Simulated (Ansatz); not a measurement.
# What MgHF (built on the sites of a database entry of BaHI) distorts into, part 2 of 2

Aim: this structure of MgHF (built on the sites of a database entry of BaHI) is to be tested for unstable modes, and one is followed downhill.

Ansatz 0.2.0; DFT PBEsol, scalar-relativistic, plane waves, PAW.

So far, highest frequency on the path or at a solved wavevector (cm⁻¹): step 2 (the dispersion) 1415. Also lowest frequency on the path (cm⁻¹): step 2 -221.

The structure was built from a prototype and need not be the compound's stable phase.

**4. The mode frozen in, largest atomic shift 0.32 Å**

The atoms are moved along the unstable eigenvector, the largest shift by 0.32 Å, with the cell fixed.

Contents of input.yaml:

```yaml
crystal:
  lattice:
    - [-3.2471482844, -3.2471482844, 0.0]
    - [-3.2471482844, 3.2471482844, 0.0]
    - [-3.2471482844, 0.0, -5.0382183931]
  atoms:
    - { symbol: Mg, position: [0.3621666355, 0.8882812546, 0.7756667291] }
    - { symbol: Mg, position: [0.8621666355, 0.3360520164, 0.7756667291] }
    - { symbol: Mg, position: [0.6378333645, 0.6639479836, 0.2243332709] }
    - { symbol: Mg, position: [0.1378333645, 0.1117187454, 0.2243332709] }
    - { symbol: H, position: [0.0, 0.0, 1.0] }
    - { symbol: H, position: [0.5, 0.5, 1.0] }
    - { symbol: H, position: [0.0, 0.5, 1.0] }
    - { symbol: H, position: [0.5, 0.0, 1.0] }
    - { symbol: F, position: [0.0584430539, 0.6281270197, 0.3831138923] }
    - { symbol: F, position: [0.5584430539, -0.0112409119, 0.3831138923] }
    - { symbol: F, position: [0.4415569461, 0.3718729803, 0.6168861077] }
    - { symbol: F, position: [0.9415569461, 1.0112409119, 0.6168861077] }
kpoints:
  mp_grid: { grid: [6, 6, 6] }
hamiltonian:
  xc: pbesol
scf:
  occupations: { method: gaussian, width: 0.02 }
output:
  forces: true
  stress: true
  eigenvalues: true
```

Run with:

```
$ ansatz run input.yaml --threads 8 --pin off --max-ram 14336MiB --backend cpu --events-out ev --progress --plain --runs-dir out
```

Numbers of over 12 decimals in the logs are rounded to 6 here.

Log:

```text
[...]
Crystal: 12 atoms, lattice volume = 106.246 Å³
Basis set: ecut = 420 eV, 2073 PW (Γ), exchange–correlation on 64×64×90 points (8 copies of the dense FFT grid, shifted against one another)
Bands: 48, of which v1, the nominal top of the filled ones, is band 36 counted from 1 (35 counted from 0)
Symmetry: 8 space group operations
[...]
k-points: 46 of 216
[...]
k-point 0: bands = [... 32 lower, 2.4266, 4.3480, 4.3962, 7.3417, 10.5350, 10.7112, 10.8800, 11.8322, ... 5 higher]
  k-point 1: bands = [... 32 lower, 2.4215, 4.3119, 4.3451, 7.3341, 9.8754, 10.3803, 10.5130, 12.8672, ... 5 higher]
  k-point 2: bands = [... 32 lower, 2.4406, 4.2293, 4.2395, 7.3220, 8.7797, 10.1053, 10.1637, 14.1217, ... 5 higher]
  k-point 45: bands = [... 32 lower, 3.4625, 3.4625, 3.7296, 3.7296, 11.8194, 11.8194, 13.6880, 13.6880, ... 5 higher]
[key lines of the parts left out:]
SCF converged after 7 iterations
Free energy (F): -10921.542540 eV
Fermi energy:    7.830809 eV
P = ⅓ Tr σ = 2.4139 GPa (24.139 kbar)
```

Wall time 0.62 s (8 threads of AMD EPYC 9R45, shared host); peak memory 0.66 GiB; 4 s of CPU time.

Numbers from this step:

```
pressure                         : 2.414 GPa
gap on the k-mesh                : 0.9783 eV
energy from the undistorted cell : -13.48 meV/atom
```

The energy, extrapolated to zero smearing, is -13.48 meV/atom against the undistorted cell.

The run ends at a pressure of 2.41 GPa, with forces up to 0.52 eV/Å.

**5. Energy along the mode, all amplitudes (two of the runs are shown above)**

An imaginary frequency means negative curvature, so the energy should fall and then rise again as anharmonic terms take over.

Numbers from this step:

* depth at the lowest point sampled: 13.48 meV/atom
* largest atomic shift at that point: 0.32 Å

Energy from the parent against largest atomic shift:

```csv
largest atomic shift (Å),energy from the parent (meV/atom)
0.000,0
0.040,-0.541
0.080,-2.10
0.140,-5.94
0.220,-11.9
0.320,-13.5
0.450,20.0
```

Displacement at unit largest shift by atom:

```csv
atom,x (Å),y (Å),z (Å),size
Mg1,-0.265,0.265,0.000,0.375
Mg2,0.265,-0.265,0.000,0.375
Mg3,-0.265,0.265,0.000,0.375
Mg4,0.265,-0.265,0.000,0.375
H5,0.000,0.000,0.000,0.000
H6,0.000,0.000,0.000,0.000
H7,0.000,0.000,0.000,0.000
H8,0.000,0.000,0.000,0.000
F9,-0.707,0.707,0.000,1.000
F10,0.707,-0.707,0.000,1.000
F11,0.707,-0.707,0.000,1.000
F12,-0.707,0.707,0.000,1.000
```

The lowest of the steps tried is at 0.32 Å, 13.5 meV/atom below the parent; the bottom of the well need not coincide with a step.

**6. Relaxing from the distorted cell**

Starting from the lowest point found, all atoms and the cell are let go, so that strain and other modes of the same symmetry can join in.

input.yaml, as its differences from that of step 4:

```diff
@@ -23,3 +23,3 @@
 scf:
-  occupations: { method: gaussian, width: 0.02 }
+  occupations: { method: fixed }
 output:
@@ -28 +28,6 @@
   eigenvalues: true
+relax:
+  adjacent_minimum: "off"
+  f_tol: 0.002
+  max_steps: 120
+  cell: { stress_tol: 0.03 }
```

Log:

```text
[...]
Crystal: 12 atoms, lattice volume = 106.246 Å³
Basis set: ecut = 420 eV, 2073 PW (Γ), exchange–correlation on 64×64×90 points (8 copies of the dense FFT grid, shifted against one another)
Bands: 48, of which v1, the nominal top of the filled ones, is band 36 counted from 1 (35 counted from 0)
Symmetry: 8 space group operations
[...]
k-points: 46 of 216
[...]
SCF iter   1: F=—  HF=-10921.575284 eV  |F-HF|=—  |Δ(HF+E_count)|=         —  Δρ=1.31e-2  dr2=1.03e-1  ethr=1.77e-3  ⟨swp⟩=4.9  Hψ=8057  notcnv=0  defer=437
[...]
SCF iter   7: F=-10921.542540 eV  HF=-10921.542540 eV  |F-HF|=9.64e-11  |Δ(HF+E_count)|=   1.88e-8  Δρ=1.71e-6  dr2=3.68e-9  ethr=1.39e-10  ⟨swp⟩=13.3  Hψ=13472  notcnv=0
SCF 1 converged in 7 iterations: F = -10921.542540 eV  dr2 = 3.68e-9
[...]
relax step   1: F+E_penalty+E_count = -10921.54254045 eV  Δ(F+E_penalty+E_count) = +0.000e0 eV  max|allowed force component| = 5.125e-1 eV/Å  Δτ_max = 0.0000 Å  P = +2.414 GPa  Ω = 106.246 Å³  (7 SCF iters, dr2 threshold 1.00e-7 eV, accepted)
Crystal: 12 atoms, lattice volume = 109.745 Å³
Basis set: ecut = 420 eV, 2129 PW (Γ), exchange–correlation on 64×64×90 points (8 copies of the dense FFT grid, shifted against one another)
[...]
iter 1 solved again at ethr=1.75e-4 eV; its pass at ethr=3.10e-3 eV (dr2=1.26e-1 eV) is discarded
[...]
SCF iter   6: F=-10921.677142 eV  HF=-10921.677142 eV  |F-HF|=4.64e-7  |Δ(HF+E_count)|=   3.72e-6  Δρ=2.75e-5  dr2=6.04e-7  ethr=1.67e-9  ⟨swp⟩=9.8  Hψ=13378  notcnv=0
SCF 2 converged in 6 iterations: F = -10921.677142 eV  dr2 = 6.04e-7
relax step   2: F+E_penalty+E_count = -10921.67714182 eV  Δ(F+E_penalty+E_count) = -1.346e-1 eV  max|allowed force component| = 3.712e-1 eV/Å  Δτ_max = 0.0825 Å  P = +0.003 GPa  Ω = 109.745 Å³  energy of the carried Pulay correction = -1.195e-2 eV  (6 SCF iters, dr2 threshold 1.20e-6 eV, accepted)
Crystal: 12 atoms, lattice volume = 113.826 Å³
Basis set: ecut = 420 eV, 2223 PW (Γ), exchange–correlation on 64×64×90 points (8 copies of the dense FFT grid, shifted against one another)
[...]
SCF iter   6: F=-10921.754710 eV  HF=-10921.754710 eV  |F-HF|=2.93e-8  |Δ(HF+E_count)|=   3.38e-7  Δρ=1.80e-5  dr2=2.20e-7  ethr=1.67e-9  ⟨swp⟩=9.6  Hψ=13365  notcnv=0
SCF 3 converged in 6 iterations: F = -10921.754710 eV  dr2 = 2.20e-7
[...]
relax step   3: F+E_penalty+E_count = -10921.75470978 eV  Δ(F+E_penalty+E_count) = -7.757e-2 eV  max|allowed force component| = 3.085e-1 eV/Å  Δτ_max = 0.0750 Å  P = -1.887 GPa  Ω = 113.826 Å³  energy of the carried Pulay correction = -2.540e-2 eV  (6 SCF iters, dr2 threshold 1.20e-6 eV, accepted)
[... from here on, the SCF cycles and remarks between the steps are left out ...]
relax step   4: F+E_penalty+E_count = -10921.80832968 eV  Δ(F+E_penalty+E_count) = -5.362e-2 eV  max|allowed force component| = 1.072e-1 eV/Å  Δτ_max = 0.0466 Å  P = -0.662 GPa  Ω = 113.551 Å³  energy of the carried Pulay correction = -2.451e-2 eV  (6 SCF iters, dr2 threshold 1.20e-6 eV, accepted)
relax step   5: F+E_penalty+E_count = -10921.82133892 eV  Δ(F+E_penalty+E_count) = -1.301e-2 eV  max|allowed force component| = 5.100e-2 eV/Å  Δτ_max = 0.0285 Å  P = +0.059 GPa  Ω = 113.909 Å³  energy of the carried Pulay correction = -2.567e-2 eV  (5 SCF iters, dr2 threshold 1.20e-6 eV, accepted)
relax step   6: F+E_penalty+E_count = -10921.82129681 eV  Δ(F+E_penalty+E_count) = +4.211e-5 eV  max|allowed force component| = 3.502e-2 eV/Å  Δτ_max = 0.0165 Å  P = -0.015 GPa  Ω = 114.335 Å³  energy of the carried Pulay correction = -2.704e-2 eV  (6 SCF iters, dr2 threshold 4.36e-7 eV, accepted)
relax step   7: F+E_penalty+E_count = -10921.82227772 eV  Δ(F+E_penalty+E_count) = -9.809e-4 eV  max|allowed force component| = 2.164e-3 eV/Å  Δτ_max = 0.0051 Å  P = +0.000 GPa  Ω = 114.219 Å³  energy of the carried Pulay correction = -2.667e-2 eV  (5 SCF iters, dr2 threshold 1.71e-7 eV, accepted)
relax step   8: F+E_penalty+E_count = -10921.82231951 eV  Δ(F+E_penalty+E_count) = -4.179e-5 eV  max|allowed force component| = 2.895e-3 eV/Å  Δτ_max = 0.0004 Å  P = -0.002 GPa  Ω = 114.206 Å³  energy of the carried Pulay correction = -2.663e-2 eV  (6 SCF iters, dr2 threshold 2.93e-10 eV, accepted)
relax step   9: F+E_penalty+E_count = -10921.82230775 eV  Δ(F+E_penalty+E_count) = +1.176e-5 eV  max|allowed force component| = 8.372e-4 eV/Å  Δτ_max = 0.0004 Å  P = -0.002 GPa  Ω = 114.211 Å³  energy of the carried Pulay correction = -2.664e-2 eV  (5 SCF iters, dr2 threshold 5.24e-10 eV, accepted)
relax step  10: F+E_penalty+E_count = -10921.88995794 eV  Δ(F+E_penalty+E_count) = -6.765e-2 eV  max|allowed force component| = 2.793e-3 eV/Å  Δτ_max = 0.0000 Å  P = +0.908 GPa  Ω = 114.211 Å³  stress off target by 1.74e0 GPa  SCF on the basis re-selected at this cell (its energy is not comparable with the rows above)  (7 SCF iters)
relax step  11: F+E_penalty+E_count = -10921.89559683 eV  Δ(F+E_penalty+E_count) = -5.639e-3 eV  max|allowed force component| = 2.000e-2 eV/Å  Δτ_max = 0.0202 Å  P = +0.530 GPa  Ω = 115.398 Å³  energy of the carried Pulay correction = -4.074e-3 eV  (6 SCF iters, dr2 threshold 1.20e-6 eV, accepted)
relax step  12: F+E_penalty+E_count = -10921.89408026 eV  Δ(F+E_penalty+E_count) = +1.517e-3 eV  max|allowed force component| = 1.334e-2 eV/Å  Δτ_max = 0.0135 Å  P = +0.058 GPa  Ω = 116.402 Å³  energy of the carried Pulay correction = -7.700e-3 eV  (5 SCF iters, dr2 threshold 7.42e-7 eV, accepted)
relax step  13: F+E_penalty+E_count = -10921.89351006 eV  Δ(F+E_penalty+E_count) = +5.702e-4 eV  max|allowed force component| = 1.962e-2 eV/Å  Δτ_max = 0.0028 Å  P = +0.026 GPa  Ω = 116.574 Å³  energy of the carried Pulay correction = -8.365e-3 eV  (5 SCF iters, dr2 threshold 9.48e-8 eV, accepted)
relax step  14: F+E_penalty+E_count = -10921.89334630 eV  Δ(F+E_penalty+E_count) = +1.638e-4 eV  max|allowed force component| = 2.216e-3 eV/Å  Δτ_max = 0.0022 Å  P = -0.017 GPa  Ω = 116.648 Å³  energy of the carried Pulay correction = -8.643e-3 eV  (5 SCF iters, dr2 threshold 2.41e-8 eV, accepted)
relax step  15: F+E_penalty+E_count = -10921.89341097 eV  Δ(F+E_penalty+E_count) = -6.467e-5 eV  max|allowed force component| = 2.468e-4 eV/Å  Δτ_max = 0.0003 Å  P = -0.002 GPa  Ω = 116.631 Å³  energy of the carried Pulay correction = -8.582e-3 eV  (5 SCF iters, dr2 threshold 3.68e-9 eV, accepted)
relax step  16: F+E_penalty+E_count = -10921.90269568 eV  Δ(F+E_penalty+E_count) = -9.285e-3 eV  max|allowed force component| = 3.681e-4 eV/Å  Δτ_max = 0.0000 Å  P = +0.035 GPa  Ω = 116.631 Å³  stress off target by 9.36e-2 GPa  SCF on the basis re-selected at this cell (its energy is not comparable with the rows above)  (6 SCF iters)
relax step  17: F+E_penalty+E_count = -10921.90227753 eV  Δ(F+E_penalty+E_count) = +4.182e-4 eV  max|allowed force component| = 9.273e-4 eV/Å  Δτ_max = 0.0027 Å  P = +0.003 GPa  Ω = 116.787 Å³  energy of the carried Pulay correction = -5.061e-4 eV  (5 SCF iters, dr2 threshold 2.19e-8 eV, accepted)
[...]
SCF iter   5: F=-10921.902817 eV  HF=-10921.902817 eV  |F-HF|=1.64e-11  |Δ(HF+E_count)|=   1.38e-9  Δρ=1.50e-7  dr2=3.36e-11  ethr=1.00e-12  ⟨swp⟩=11.8  Hψ=14039  notcnv=0
SCF 18 converged in 5 iterations: F = -10921.902817 eV  dr2 = 3.36e-11
relax step  18: F+E_penalty+E_count = -10921.90281726 eV  Δ(F+E_penalty+E_count) = -5.397e-4 eV  max|allowed force component| = 1.001e-3 eV/Å  Δτ_max = 0.0000 Å  P = +0.005 GPa  Ω = 116.787 Å³  stress off target by 1.46e-2 GPa  SCF on the basis re-selected at this cell (its energy is not comparable with the rows above)  (5 SCF iters)
[...]
SCF converged after 5 iterations
Free energy (F): -10921.902817 eV
[...]
Internal energy: -10921.902817 eV  (E = F + TS)
E sigma→0 (E₀):  -10921.902817 eV
Fermi energy:    5.799428 eV
[...]
--- Forces (eV/Å), atoms counted from 1 ---
  atom   1  Mg     0.00062474    -0.00062474    -0.00100128
  atom   2  Mg    -0.00062474     0.00062474    -0.00100128
  atom   3  Mg     0.00062474    -0.00062474     0.00100128
  atom   4  Mg    -0.00062474     0.00062474     0.00100128
  atom   5  H      0.00000000     0.00000000    -0.00000000
  atom   6  H     -0.00000000    -0.00000000     0.00000000
  atom   7  H      0.00000000     0.00000000    -0.00000000
  atom   8  H     -0.00000000     0.00000000     0.00000000
  atom   9  F     -0.00002104     0.00002104     0.00007674
  atom  10  F      0.00002104    -0.00002104     0.00007674
  atom  11  F      0.00002104    -0.00002104    -0.00007674
  atom  12  F     -0.00002104     0.00002104    -0.00007674
  max |Σ_I F_I| component: 8.67e-19 eV/Å
--- Stress (GPa, compression-positive) ---
        0.011184       0.003413       0.000000
        0.003413       0.011184      -0.000000
        0.000000      -0.000000      -0.007056
  P = ⅓ Tr σ = 0.0051 GPa (0.051 kbar)
--- Band table (eV; the first three rows and the last of 46) ---
  k-point 0: bands = [... 32 lower, 1.8623, 2.9577, 3.0361, 5.7994, 8.3278, 9.3900, 10.2308, 11.4517, ... 8 higher]
  k-point 1: bands = [... 32 lower, 1.8596, 2.8819, 3.0708, 5.7590, 8.2416, 9.1876, 9.2369, 12.3927, ... 8 higher]
  k-point 2: bands = [... 32 lower, 1.8540, 2.7300, 3.1402, 5.6821, 8.0832, 8.0842, 8.8251, 12.3823, ... 8 higher]
  k-point 45: bands = [... 32 lower, 2.2485, 2.2485, 2.5706, 2.5706, 10.8160, 10.8160, 12.5168, 12.5168, ... 8 higher]
--- Relaxed structure (15 steps of the walk, 15 accepted, 3 SCFs on fresh bases) ---
  F+E_penalty+E_count = -10921.90281726 eV   max|allowed force component| = 1.001e-3 eV/Å   (the final SCF, on the basis selected at the relaxed cell)
  cell:  # Å, volume = 116.7869 Å³
    - [-3.372238, -3.372238, 0.0]
    - [-3.546577, 3.546577, 0.0]
    - [-3.459407, 0.087170, -4.882437]
  atoms:
    - { symbol: Mg, position: [0.361742, 0.890670, 0.776516] }
    - { symbol: Mg, position: [0.861742, 0.332814, 0.776516] }
    - { symbol: Mg, position: [0.638258, 0.667186, 0.223484] }
    - { symbol: Mg, position: [0.138258, 0.109330, 0.223484] }
    - { symbol: H, position: [-5.551115123125783e-17, 0.0, 1.0] }
    - { symbol: H, position: [0.500000, 0.5, 1.0] }
    - { symbol: H, position: [0.0, 0.5, 1.0] }
    - { symbol: H, position: [0.5, -5.551115123125783e-17, 1.0] }
    - { symbol: F, position: [0.042132, 0.661036, 0.415735] }
    - { symbol: F, position: [0.542132, -0.076771, 0.415735] }
    - { symbol: F, position: [0.457868, 0.338964, 0.584265] }
    - { symbol: F, position: [0.957868, 1.076771, 0.584265] }
```

Elapsed: 10 s, on 8 threads; peak memory 0.72 GiB; 73 s of CPU time.

The steps of the relaxation:

```csv
step,energy less that of the first step (eV),largest force component (eV/Å),pressure (GPa),volume (Å³)
1,0.0000,0.5125,2.41,106.25
2,-0.1346,0.3712,0.00,109.74
3,-0.2122,0.3085,-1.89,113.83
4,-0.2658,0.1072,-0.66,113.55
5,-0.2788,0.0510,0.06,113.91
6,-0.2788,0.0350,-0.02,114.33
7,-0.2797,0.0022,0.00,114.22
8,-0.2798,0.0029,0.00,114.21
9,-0.2798,0.0008,0.00,114.21
10*,-0.3474,0.0028,0.91,114.21
11,-0.3531,0.0200,0.53,115.40
12,-0.3515,0.0133,0.06,116.40
13,-0.3510,0.0196,0.03,116.57
14,-0.3508,0.0022,-0.02,116.65
15,-0.3509,0.0002,0.00,116.63
16*,-0.3602,0.0004,0.04,116.63
17,-0.3597,0.0009,0.00,116.79
18*,-0.3603,0.0010,0.01,116.79
```

Relaxation steps marked * repeat the geometry before them on a plane-wave basis chosen anew for their cell, so energy and pressure can jump there.

The run keeps the 8 symmetry operations that it works with, so distortions that break them were not tested.

```csv
"conventional cell, symmetrised",before,after,change
a (Å),4.592,5.016,+9.2 %
b (Å),10.076,9.765,-3.1 %
c (Å),4.592,4.769,+3.9 %
volume (Å³/atom),8.85,9.73,+9.9 %
```

The atoms that moved most (Å, as changes of fractional coordinates times the final cell):

```csv
atom,dx,dy,dz,length
F11,0.175,-0.175,0.159,0.294
F9,-0.175,0.175,-0.159,0.294
F10,0.175,-0.175,-0.159,0.294
F12,-0.175,0.175,0.159,0.294
Mg4,0.010,-0.010,0.004,0.015
Mg2,0.010,-0.010,-0.004,0.015
Mg1,-0.010,0.010,-0.004,0.015
Mg3,-0.010,0.010,0.004,0.015
```

Final coordinates:

```cif
data_structure
_symmetry_space_group_name_H-M 'P 1'
_symmetry_Int_Tables_number 1
_cell_length_a 4.7691
_cell_length_b 5.0156
_cell_length_c 5.9844
_cell_angle_alpha 65.225
_cell_angle_beta 66.518
_cell_angle_gamma 90.000
_cell_volume 116.79
loop_
_atom_site_label
_atom_site_type_symbol
_atom_site_fract_x
_atom_site_fract_y
_atom_site_fract_z
_atom_site_occupancy
Mg1 Mg 0.36174 0.89067 0.77652 1
Mg2 Mg 0.86174 0.33281 0.77652 1
Mg3 Mg 0.63826 0.66719 0.22348 1
Mg4 Mg 0.13826 0.10933 0.22348 1
H5 H 0.00000 0.00000 0.00000 1
H6 H 0.50000 0.50000 0.00000 1
H7 H 0.00000 0.50000 0.00000 1
H8 H 0.50000 0.00000 0.00000 1
F9 F 0.04213 0.66104 0.41574 1
F10 F 0.54213 0.92323 0.41574 1
F11 F 0.45787 0.33896 0.58426 1
F12 F 0.95787 0.07677 0.58426 1
```

Numbers from this step:

```
pressure          : 0.005104 GPa
gap on the k-mesh : 1.794 eV
volume per atom   : 9.732 Å³
```

The distorted start has space group Ibam; the relaxation ends in Ibam.

**7. Results**

| Quantity | Value |
| --- | --- |
| unstable mode of the parent | q = (-0.5, -0.5, -0.5), 158i cm⁻¹ |
| depth at the lowest point sampled | 13.5 meV/atom |
| largest atomic shift at that point | 0.32 Å |
| space group reached (within 0.01 Å) | Ibam |
| energy gained over the parent (first relaxation, on the mesh of the frozen mode) | 43.5 meV/atom |
| volume per atom, phase reached | 9.73 Å³ |
| gap on the k-mesh, phase reached | 1.79 eV |

Along this mode the structure falls into Ibam, 43.5 meV/atom below the parent. At the parent's cell the well is 13.48 meV/atom deep on the steps tried, with its lowest point at a shift of 0.32 Å. Relaxing atoms and cell changes the gain by +30.02 meV/atom against the lowest step (energies at zero smearing). Most of the total comes from this relaxation. The modes of the phase reached were not computed on this path. Of the 6 patterns followed to their end from this parent, this one ends 39.3 meV/atom above the lowest, Pbcm. Each path keeps the symmetry of its pattern, so a lower phase may lie along a pattern not tried. The program warns that the interpolation holds no quadrupole term, so branches close to Γ can be off in this crystal. The starting cell was built on a prototype and not taken from a measurement, so the phase need not exist.

[Logs are printed without paths, hosts, clocks, repeated set-up lines and the standing remarks that a program may print on its own settings, such as how far it seeks lower states.]

[Hosts, paths, dates, database ids (printed as entryN), source tags and the programs' standing remarks are cut or masked in the printed files.]
